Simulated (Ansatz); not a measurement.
# How fast states decay through CdGeBr6

A new crystal, CdGeBr6: structure, gap and complex bands. It is built by putting Br for F, Ge for Sn in the CdSnF6 structure of space group R-3, with the volume rescaled by atomic radii. The parent structure comes from the Materials Project.

Program: Ansatz 0.2.0. Level of theory: r2SCAN DFT, plane waves, PAW files, in the first sound run; inputs show where later runs differ. Results are calculated unless marked as measured.

The structure was built from a prototype and need not be the compound's stable phase.

### Step 1. Set-up

It takes space group R-3 (No. 148, trigonal). The conventional cell has a = 6.703 Å, b = 6.703 Å, c = 18.941 Å, α = 90.00°, β = 90.00°, γ = 120.00°. Nearest to Cd lie 6 Br at 2.85 Å. Nearest to Ge lie 6 Br at 2.53 Å. Nearest to Br lie 1 Ge at 2.53 Å and 1 Cd at 2.85 Å. It derives from CdSnF6. Br for F, Ge for Sn in the CdSnF6 structure of space group R-3. Farther neighbours and most contacts between anions are not listed.

Structure file:

```cif
data_structure
_symmetry_space_group_name_H-M 'P 1'
_symmetry_Int_Tables_number 1
_cell_length_a 7.4052
_cell_length_b 7.4052
_cell_length_c 7.4052
_cell_angle_alpha 53.816
_cell_angle_beta 53.816
_cell_angle_gamma 53.816
_cell_volume 245.64
loop_
_atom_site_label
_atom_site_type_symbol
_atom_site_fract_x
_atom_site_fract_y
_atom_site_fract_z
_atom_site_occupancy
Cd1 Cd 0.50000 0.50000 0.50000 1
Ge2 Ge 0.00000 0.00000 0.00000 1
Br3 Br 0.91454 0.62012 0.23206 1
Br4 Br 0.62012 0.23206 0.91454 1
Br5 Br 0.76794 0.08546 0.37988 1
Br6 Br 0.37988 0.76794 0.08546 1
Br7 Br 0.08546 0.37988 0.76794 1
Br8 Br 0.23206 0.91454 0.62012 1
```

### Step 2. Relaxing the new crystal

The substituted atoms don't fit the parent's cell, so cell and atoms relax together. A small smearing keeps the run stable in case the gap closes on the way.

Contents of input.yaml:

```yaml
crystal:
  lattice:
    - [3.3512804154, 1.9348626499, 6.3136745853]
    - [-3.3512804154, 1.9348626499, 6.3136745853]
    - [0.0, -3.8697252999, 6.3136745853]
  atoms:
    - { symbol: Cd, position: [0.5, 0.5, 0.5] }
    - { symbol: Ge, position: [0.0, 0.0, 0.0] }
    - { symbol: Br, position: [0.91454072, 0.62012287, 0.23206133] }
    - { symbol: Br, position: [0.62012287, 0.23206133, 0.91454072] }
    - { symbol: Br, position: [0.76793867, 0.08545928, 0.37987713] }
    - { symbol: Br, position: [0.37987713, 0.76793867, 0.08545928] }
    - { symbol: Br, position: [0.08545928, 0.37987713, 0.76793867] }
    - { symbol: Br, position: [0.23206133, 0.91454072, 0.62012287] }
kpoints:
  mp_grid: { grid: [4, 4, 4] }
scf:
  occupations: { method: gaussian, width: 0.03 }
hamiltonian:
  xc: r2scan
output:
  forces: true
  stress: true
relax:
  f_tol: 0.02
  max_steps: 60
  cell: {}
```

Launch:

```
> ansatz run input.yaml --threads 2 --pin off --max-ram 4096MiB --backend cpu --events-out ev --progress --plain --runs-dir out
```

Numbers of over 12 decimals in the logs are rounded to 6 here.

Log:

```text
Engine: ansatz 0.2.0, x86_64-unknown-linux-gnu
Pseudopotentials: kind: paw
Pseudopotential: Cd, paw, valence charge 20, recommended cutoff 500 eV (meta_gga), Cd.paw.azcp
Pseudopotential: Ge, paw, valence charge 14, recommended cutoff 500 eV (meta_gga), Ge.paw.azcp
Pseudopotential: Br, paw, valence charge 7, recommended cutoff 500 eV (meta_gga), Br.paw.azcp
Functional definition: r2SCAN
  parameter k0 = 0.174
  parameter k1 = 0.065
  parameter a1 = 4.9479
  exchange = r2scan_x(k0 = k0, k1 = k1, a1 = a1)
  correlation = r2scan_c
Crystal: 8 atoms, lattice volume = 245.637 Å³
Basis set: ecut = 500 eV, 6245 PW (Γ), exchange–correlation on 240×240×240 points (64 copies of the dense FFT grid, shifted against one another)
Bands: 46, of which v1, the nominal top of the filled ones, is band 38 counted from 1 (37 counted from 0)
Symmetry: 6 space group operations
Space group: R-3 (ITA 148), of the structure as read, at distance tolerance 6.3e-5 Å
k-points: 14 of 64
Non-local potential: Cd, projectors of the file, l = 0: 3, l = 1: 2, l = 2: 2, l = 3: 1
Non-local potential: Ge, projectors of the file, l = 0: 2, l = 1: 2, l = 2: 3, l = 3: 1
Non-local potential: Br, projectors of the file, l = 0: 2, l = 1: 2, l = 2: 2
PAW form: soft (Blöchl's): semilocal exchange-correlation on the pseudo side does not see the compensation charge
PAW frozen core: Cd, regenerated for the run's functional (the file was generated under x = pbe(κ = 0.804, μ = 0.219515), c = pbe(β = 0.066725))
PAW frozen core: Ge, regenerated for the run's functional (the file was generated under x = pbe(κ = 0.804, μ = 0.219515), c = pbe(β = 0.066725))
PAW frozen core: Br, regenerated for the run's functional (the file was generated under x = pbe(κ = 0.804, μ = 0.219515), c = pbe(β = 0.066725))
PAW one-centre angular grid: Cd, 590 points (default); XC on 160 Gauss nodes
PAW one-centre angular grid: Ge, 590 points (default); XC on 160 Gauss nodes
PAW one-centre angular grid: Br, 302 points (default); XC on 160 Gauss nodes
Initial density: superposition of atomic densities (neutral atoms: chi_scale 0, normalization atom), corrected by the library's trained network
Initial wavefunctions: pseudopotential atomic-orbital guess
Functional: x = r2scan, c = r2scan; τ floored in thin density (d = 2e-4 eV/Å³)
SCF iter   1: F=—  HF=-29332.997285 eV  |F-HF|=—  |Δ(HF+E_count)|=         —  Δρ=5.04e-3  dr2=7.02e-2  dr2_τ=4.05e-2  ethr=1.77e-3  ⟨swp⟩=8.8  Hψ=3001  notcnv=0  defer=12
preconditioner: auto → Resta (q_TF=auto, 2.244 Å⁻¹)  ε∞=3.6  [insulator: Δε(μ)=0.907 eV  Ē_g=11.294 eV  σ=0.030 eV  W_gap=1.00  n_scr=52 (ndim 8)  ℏωp=18.0 eV  f_vac=0.060  D(μ)=0.00/eV (n_scr^D=0)  ε∞_Penn≈3.6]
SCF iter   2: F=—  HF=-29333.021777 eV  |F-HF|=—  |Δ(HF+E_count)|=   2.45e-2  Δρ=2.38e-3  dr2=1.27e-2  dr2_τ=9.90e-4  ethr=9.24e-5  ⟨swp⟩=3.0  Hψ=1255  notcnv=0  defer=43
SCF iter   3: F=—  HF=-29333.022732 eV  |F-HF|=—  |Δ(HF+E_count)|=   9.55e-4  Δρ=5.72e-4  dr2=9.84e-4  dr2_τ=4.61e-5  ethr=1.67e-5  ⟨swp⟩=2.0  Hψ=908  notcnv=0  defer=15
automatic band count: iteration 3 solves 44 bands in place of 46: the levels show a gap, and the empty bands left out lie too high to hold charge; the band table lists the bands solved (type scf.n_extra_bands for more)
SCF iter   4: F=—  HF=-29333.022771 eV  |F-HF|=—  |Δ(HF+E_count)|=   3.91e-5  Δρ=1.20e-4  dr2=4.25e-5  dr2_τ=1.69e-6  ethr=1.29e-6  ⟨swp⟩=2.2  Hψ=1025  notcnv=0  defer=15
SCF iter   5: F=—  HF=-29333.022810 eV  |F-HF|=—  |Δ(HF+E_count)|=   3.85e-5  Δρ=4.12e-5  dr2=5.97e-6  dr2_τ=1.98e-7  ethr=5.59e-8  ⟨swp⟩=2.0  Hψ=1120  notcnv=0  defer=15
SCF iter   6: F=—  HF=-29333.022810 eV  |F-HF|=—  |Δ(HF+E_count)|=   2.03e-7  Δρ=1.42e-5  dr2=7.26e-7  dr2_τ=2.59e-8  ethr=7.86e-9  ⟨swp⟩=2.0  Hψ=988  notcnv=0  defer=15
SCF iter   7: F=—  HF=-29333.022810 eV  |F-HF|=—  |Δ(HF+E_count)|=   1.04e-7  Δρ=5.58e-6  dr2=1.06e-7  dr2_τ=2.88e-9  ethr=1.32e-10  ⟨swp⟩=5.0  Hψ=2537  notcnv=0
SCF iter   8: F=-29333.022810 eV  HF=-29333.022810 eV  |F-HF|=9.97e-10  |Δ(HF+E_count)|=   6.29e-8  Δρ=2.12e-6  dr2=1.01e-8  dr2_τ=4.07e-10  ethr=1.32e-10  ⟨swp⟩=4.0  Hψ=2142  notcnv=0
SCF 1 converged in 8 iterations: F = -29333.022810 eV  dr2 = 1.01e-8
  greatest PAW one-centre occupation: 1.002 electrons in one spin orbital (limit 2), on the Cd atom at site 0 (counted from 0), in its partial waves of l = 1
relax step   1: F+E_penalty+E_count = -29333.02280970 eV  Δ(F+E_penalty+E_count) = +0.000e0 eV  max|allowed force component| = 8.447e-2 eV/Å  Δτ_max = 0.0000 Å  P = -1.525 GPa  Ω = 245.637 Å³  (8 SCF iters, dr2 threshold 1.00e-7 eV, accepted)
Crystal: 8 atoms, lattice volume = 227.472 Å³
Basis set: ecut = 500 eV, 5733 PW (Γ), exchange–correlation on 240×240×240 points (64 copies of the dense FFT grid, shifted against one another)
Initial density: handed on by an earlier stage of this run
Initial wavefunctions: those handed on with the density
iter 1 solved again at ethr=1.25e-4 eV; its pass at ethr=3.10e-3 eV (dr2=9.49e-2 eV) is discarded
SCF iter   1: F=—  HF=-29333.242983 eV  |F-HF|=—  |Δ(HF+E_count)|=         —  Δρ=5.18e-3  dr2=9.64e-2  dr2_τ=5.17e-1  ethr=1.25e-4  ⟨swp⟩=1.9  Hψ=3684  notcnv=0
automatic band count: iteration 1 solves 43 bands in place of 46: the levels show a gap, and the empty bands left out lie too high to hold charge; the band table lists the bands solved (type scf.n_extra_bands for more)
preconditioner: auto → Resta (q_TF=auto, 2.273 Å⁻¹)  ε∞=4.5  [insulator: Δε(μ)=0.862 eV  Ē_g=10.074 eV  σ=0.030 eV  W_gap=1.00  n_scr=52 (ndim 8)  ℏωp=18.8 eV  f_vac=0.033  D(μ)=0.00/eV (n_scr^D=0)  ε∞_Penn≈4.5]
SCF iter   2: F=—  HF=-29333.158484 eV  |F-HF|=—  |Δ(HF+E_count)|=   8.45e-2  Δρ=2.92e-3  dr2=2.11e-2  dr2_τ=6.65e-4  ethr=1.25e-4  ⟨swp⟩=3.0  Hψ=1223  notcnv=0
SCF iter   3: F=—  HF=-29333.155872 eV  |F-HF|=—  |Δ(HF+E_count)|=   2.61e-3  Δρ=9.08e-4  dr2=2.10e-3  dr2_τ=8.86e-5  ethr=2.78e-5  ⟨swp⟩=2.6  Hψ=1073  notcnv=0  defer=14
SCF iter   4: F=—  HF=-29333.155609 eV  |F-HF|=—  |Δ(HF+E_count)|=   2.63e-4  Δρ=2.83e-4  dr2=2.63e-4  dr2_τ=1.14e-5  ethr=2.76e-6  ⟨swp⟩=2.4  Hψ=1132  notcnv=0  defer=14
SCF iter   5: F=—  HF=-29333.155663 eV  |F-HF|=—  |Δ(HF+E_count)|=   5.44e-5  Δρ=1.28e-4  dr2=4.09e-5  dr2_τ=2.02e-6  ethr=3.46e-7  ⟨swp⟩=2.2  Hψ=1037  notcnv=0  defer=14
SCF iter   6: F=—  HF=-29333.155681 eV  |F-HF|=—  |Δ(HF+E_count)|=   1.79e-5  Δρ=4.62e-5  dr2=4.44e-6  dr2_τ=2.21e-7  ethr=5.39e-8  ⟨swp⟩=2.0  Hψ=1011  notcnv=0  defer=14
SCF iter   7: F=-29333.155683 eV  HF=-29333.155683 eV  |F-HF|=1.66e-7  |Δ(HF+E_count)|=   1.70e-6  Δρ=1.11e-5  dr2=2.64e-7  dr2_τ=1.02e-8  ethr=1.05e-9  ⟨swp⟩=5.0  Hψ=2474  notcnv=0
[...]
SCF iter   1: F=—  HF=-29333.124874 eV  |F-HF|=—  |Δ(HF+E_count)|=         —  Δρ=2.83e-3  dr2=1.95e-2  dr2_τ=2.03e-1  ethr=2.57e-5  ⟨swp⟩=2.5  Hψ=3439  notcnv=0
automatic band count: iteration 1 solves 43 bands in place of 46: the levels show a gap, and the empty bands left out lie too high to hold charge; the band table lists the bands solved (type scf.n_extra_bands for more)
preconditioner: auto → Resta (q_TF=auto, 2.274 Å⁻¹)  ε∞=4.4  [insulator: Δε(μ)=0.932 eV  Ē_g=10.123 eV  σ=0.030 eV  W_gap=1.00  n_scr=52 (ndim 8)  ℏωp=18.8 eV  f_vac=0.036  D(μ)=0.00/eV (n_scr^D=0)  ε∞_Penn≈4.4]
SCF iter   2: F=—  HF=-29333.175166 eV  |F-HF|=—  |Δ(HF+E_count)|=   5.03e-2  Δρ=1.58e-3  dr2=4.40e-3  dr2_τ=1.42e-4  ethr=2.57e-5  ⟨swp⟩=2.0  Hψ=1078  notcnv=0
SCF iter   3: F=—  HF=-29333.175306 eV  |F-HF|=—  |Δ(HF+E_count)|=   1.40e-4  Δρ=3.03e-4  dr2=2.46e-4  dr2_τ=9.34e-6  ethr=5.79e-6  ⟨swp⟩=2.0  Hψ=865  notcnv=0
SCF iter   4: F=—  HF=-29333.175414 eV  |F-HF|=—  |Δ(HF+E_count)|=   1.09e-4  Δρ=9.98e-5  dr2=2.69e-5  dr2_τ=5.49e-7  ethr=3.24e-7  ⟨swp⟩=2.0  Hψ=1078  notcnv=0
SCF iter   5: F=—  HF=-29333.175424 eV  |F-HF|=—  |Δ(HF+E_count)|=   9.34e-6  Δρ=4.12e-5  dr2=4.95e-6  dr2_τ=1.61e-7  ethr=3.54e-8  ⟨swp⟩=2.0  Hψ=1077  notcnv=0
SCF iter   6: F=-29333.175426 eV  HF=-29333.175425 eV  |F-HF|=2.48e-7  |Δ(HF+E_count)|=   1.78e-6  Δρ=1.24e-5  dr2=4.90e-7  dr2_τ=1.40e-8  ethr=1.05e-9  ⟨swp⟩=3.0  Hψ=2627  notcnv=0
SCF 3 converged in 6 iterations: F = -29333.175426 eV  dr2 = 4.90e-7
relax step   3: F+E_penalty+E_count = -29333.17542572 eV  Δ(F+E_penalty+E_count) = -1.974e-2 eV  max|allowed force component| = 6.503e-2 eV/Å  Δτ_max = 0.0692 Å  P = +0.198 GPa  Ω = 226.849 Å³  energy of the carried Pulay correction = +3.944e-3 eV  (6 SCF iters, dr2 threshold 8.00e-7 eV, accepted)
[...]
relax step   4: F+E_penalty+E_count = -29333.18089536 eV  Δ(F+E_penalty+E_count) = -5.470e-3 eV  max|allowed force component| = 1.955e-2 eV/Å  Δτ_max = 0.0226 Å  P = -0.015 GPa  Ω = 227.946 Å³  energy of the carried Pulay correction = +3.705e-3 eV  (6 SCF iters, dr2 threshold 2.64e-7 eV, accepted)
[...]
relax step   5: F+E_penalty+E_count = -29333.18190615 eV  Δ(F+E_penalty+E_count) = -1.011e-3 eV  max|allowed force component| = 9.597e-3 eV/Å  Δτ_max = 0.0094 Å  P = +0.002 GPa  Ω = 227.177 Å³  energy of the carried Pulay correction = +3.872e-3 eV  (9 SCF iters, accepted)
Basis set: ecut = 500 eV, 5745 PW (Γ), exchange–correlation on 216×216×216 points (64 copies of the dense FFT grid, shifted against one another)
Initial wavefunctions: pseudopotential atomic-orbital guess (no wavefunctions were taken with the density)
iter 1 solved again at ethr=8.50e-7 eV; its pass at ethr=3.10e-3 eV (dr2=6.46e-4 eV) is discarded
SCF iter   1: F=—  HF=-29333.178692 eV  |F-HF|=—  |Δ(HF+E_count)|=         —  Δρ=8.31e-5  dr2=1.56e-6  dr2_τ=1.64e-5  ethr=8.50e-7  ⟨swp⟩=3.4  Hψ=4887  notcnv=0
eigensolver tolerance schedule: the retry pair's looser diagonalisation over-reported the residual by 411.70 of it (diagonalisation noise at 0.13 of the residual, at the tolerance the schedule requests for it); recorded, not acted on — ethr = c·dr2/N_el stays at c = 1.0e-1
preconditioner: auto → Resta (q_TF=auto, 2.273 Å⁻¹)  ε∞=3.7  [insulator: Δε(μ)=0.954 eV  Ē_g=11.431 eV  σ=0.030 eV  W_gap=1.00  n_scr=52 (ndim 8)  ℏωp=18.8 eV  f_vac=0.035  D(μ)=0.00/eV (n_scr^D=0)  ε∞_Penn≈3.7]
SCF iter   2: F=—  HF=-29333.178617 eV  |F-HF|=—  |Δ(HF+E_count)|=   7.49e-5  Δρ=4.36e-5  dr2=5.43e-7  dr2_τ=1.13e-6  ethr=2.06e-9  ⟨swp⟩=2.9  Hψ=1225  notcnv=0
SCF iter   3: F=—  HF=-29333.178619 eV  |F-HF|=—  |Δ(HF+E_count)|=   2.66e-6  Δρ=9.03e-6  dr2=3.77e-8  dr2_τ=4.37e-8  ethr=7.15e-10  ⟨swp⟩=2.0  Hψ=1120  notcnv=0
SCF iter   4: F=—  HF=-29333.178620 eV  |F-HF|=—  |Δ(HF+E_count)|=   1.09e-7  Δρ=1.54e-6  dr2=3.01e-9  dr2_τ=4.46e-10  ethr=4.96e-11  ⟨swp⟩=2.0  Hψ=1162  notcnv=0
SCF iter   5: F=—  HF=-29333.178620 eV  |F-HF|=—  |Δ(HF+E_count)|=   1.78e-9  Δρ=3.50e-7  dr2=1.78e-10  dr2_τ=5.38e-11  ethr=3.96e-12  ⟨swp⟩=2.7  Hψ=1077  notcnv=0
SCF iter   6: F=-29333.178620 eV  HF=-29333.178620 eV  |F-HF|=3.64e-12  |Δ(HF+E_count)|=  7.28e-12  Δρ=7.05e-8  dr2=1.03e-11  dr2_τ=1.54e-12  ethr=1.00e-12  ⟨swp⟩=4.8  Hψ=2196  notcnv=0
SCF 6 converged in 6 iterations: F = -29333.178620 eV  dr2 = 1.03e-11
relax step   6: F+E_penalty+E_count = -29333.17861956 eV  Δ(F+E_penalty+E_count) = +3.287e-3 eV  max|allowed force component| = 9.577e-3 eV/Å  Δτ_max = 0.0000 Å  P = -0.005 GPa  Ω = 227.177 Å³  stress off target by 3.57e-2 GPa  SCF on the basis re-selected at this cell (its energy is not comparable with the rows above)  (6 SCF iters)
basis re-selected at this cell: Δ(F+E_penalty+E_count) = +3.287e-3 eV, ΔP = -0.007 GPa vs the last step (what re-selecting the basis moved, of the pressure what is left beyond the Pulay correction that the steps carried, after the strain that the cell walked since its last selection, with what the two solves' SCF thresholds leave and, on support functions, any second-order correction that the steps lacked; it is no measure of the basis error at this ecutwfc). The dense FFT grid was sized anew with the basis: this SCF ran on 54×54×54 points, the steps before it on 60×60×60, so part of this shift can come from that change (see relax.cell in the input reference). [rest of the remark cut]
SCF converged after 6 iterations
Free energy (F): -29333.178620 eV
Harris-Foulkes:  -29333.178620 eV  (|F-HF|=3.64e-12)
Internal energy: -29333.178620 eV  (E = F + TS)
E sigma→0 (E₀):  -29333.178620 eV
Fermi energy:    3.797167 eV
--- Per-component energies (eV) ---
  E_band       = -918.312700
  E_kinetic    = 1416.535040
  E_local      = -8913.198716  (includes V_loc(G=0)·N_el)
  E_nonlocal   = 878.030173
  E_hartree    = 3798.801781
  E_xc         = -1737.190433
  E_vxc        = -993.470055  (∫ρ·V_xc dr)
  E_paw        = -19766.440755  (= ΣΔE_a)
  E_vpaw       = -958.422625  (= ΣTr[D̂ρ^β])
  E_aug_tail   = 0.000020  (compensation charges beyond the density's cutoff)
  E_vtau       = 54.609857  (kinetic-family band-sum trace: ∫τ·v_τ [+ j·A + Jᵃ·Aᵃ] dr)
  E_ewald      = -5007.116031
  E_core_change = -2.599699  (= ΣΔE_core)
  E_smearing   = -0.000000  (= −TS)
  E_closure    = -0.000000  (closes the sum)
  Σ components = -29333.178620   (vs F -29333.178620, Δ=0.00e0)
--- Forces (eV/Å), atoms counted from 1 ---
  atom   1  Cd     0.00000000     0.00000000     0.00000000
  atom   2  Ge     0.00000000     0.00000000    -0.00000000
  atom   3  Br     0.00725222     0.00659252    -0.00426578
  atom   4  Br     0.00208318    -0.00957687    -0.00426578
  atom   5  Br     0.00933540    -0.00298435     0.00426578
  atom   6  Br    -0.00208318     0.00957687     0.00426578
  atom   7  Br    -0.00725222    -0.00659252     0.00426578
  atom   8  Br    -0.00933540     0.00298435    -0.00426578
  max |Σ_I F_I| component: 1.56e-17 eV/Å
--- Stress (GPa, compression-positive) ---
       -0.025528       0.000000      -0.000000
       -0.000000      -0.025528      -0.000000
       -0.000000      -0.000000       0.035688
  P = ⅓ Tr σ = -0.0051 GPa (-0.051 kbar)
--- Relaxed structure (5 steps of the walk, 5 accepted, 1 SCFs on fresh bases) ---
  F+E_penalty+E_count = -29333.17861956 eV   max|allowed force component| = 9.577e-3 eV/Å   (the final SCF, on the basis selected at the relaxed cell)
  cell:  # Å, volume = 227.1772 Å³
    - [3.307871, 1.909800, 5.993450]
    - [-3.307871, 1.909800, 5.993450]
    - [6.707557850387438e-19, -3.819601, 5.993450]
  atoms:
    - { symbol: Cd, position: [0.500000, 0.500000, 0.5] }
    - { symbol: Ge, position: [-1.2189277498148397e-19, 1.0457037541851492e-19, 0] }
    - { symbol: Br, position: [0.928863, 0.604647, 0.228206] }
    - { symbol: Br, position: [0.604647, 0.228206, 0.928863] }
    - { symbol: Br, position: [0.771794, 0.071137, 0.395353] }
    - { symbol: Br, position: [0.395353, 0.771794, 0.071137] }
    - { symbol: Br, position: [0.071137, 0.395353, 0.771794] }
    - { symbol: Br, position: [0.228206, 0.928863, 0.604647] }
```

Run time: 25 s. Hardware: 2 threads of AMD EPYC 9R45, shared host; peak memory 1.6 GiB; 48 s of CPU time.

The steps of the relaxation:

```
step  energy less that of the first step (eV)  largest force component (eV/Å)  pressure (GPa)  volume (Å³)
   1                                   0.0000                          0.0845           -1.52       245.64
   2                                  -0.1329                          0.1789            0.06       227.47
   3                                  -0.1526                          0.0650            0.20       226.85
   4                                  -0.1581                          0.0196           -0.01       227.95
   5                                  -0.1591                          0.0096            0.00       227.18
  6*                                  -0.1558                          0.0096           -0.01       227.18
```

Relaxation steps marked * repeat the geometry before them on a plane-wave basis chosen anew for their cell, so energy and pressure can jump there.

The run keeps the 6 symmetry operations that it works with, so distortions that break them were not tested.

```csv
"conventional cell, symmetrised",before,after,change
a (Å),6.703,6.616,-1.3 %
b (Å),6.703,6.616,-1.3 %
c (Å),18.941,17.980,-5.1 %
volume (Å³/atom),30.70,28.40,-7.5 %
```

The atoms that moved most (Å, as changes of fractional coordinates times the final cell):

```
atom      dx      dy      dz  length
 Br6   0.038   0.092   0.030   0.104
 Br7  -0.099  -0.013   0.030   0.104
 Br8  -0.060   0.079  -0.030   0.104
 Br5   0.060  -0.079   0.030   0.104
 Br3   0.099   0.013  -0.030   0.104
 Br4  -0.038  -0.092  -0.030   0.104
```

This step gave:

```
free energy  : -29333.1786 eV
Fermi energy : 3.797 eV
pressure     : -0.005123 GPa
```

The largest force component on a free atom ends at 0.0096 eV/Å.

[end of part 1 of 2]

[Logs are printed without paths, hosts, clocks, repeated set-up lines and the standing remarks that a program may print on its own settings, such as how far it seeks lower states.]

[Hosts, paths, dates, database ids (printed as entryN), source tags and the programs' standing remarks are cut or masked in the printed files.]
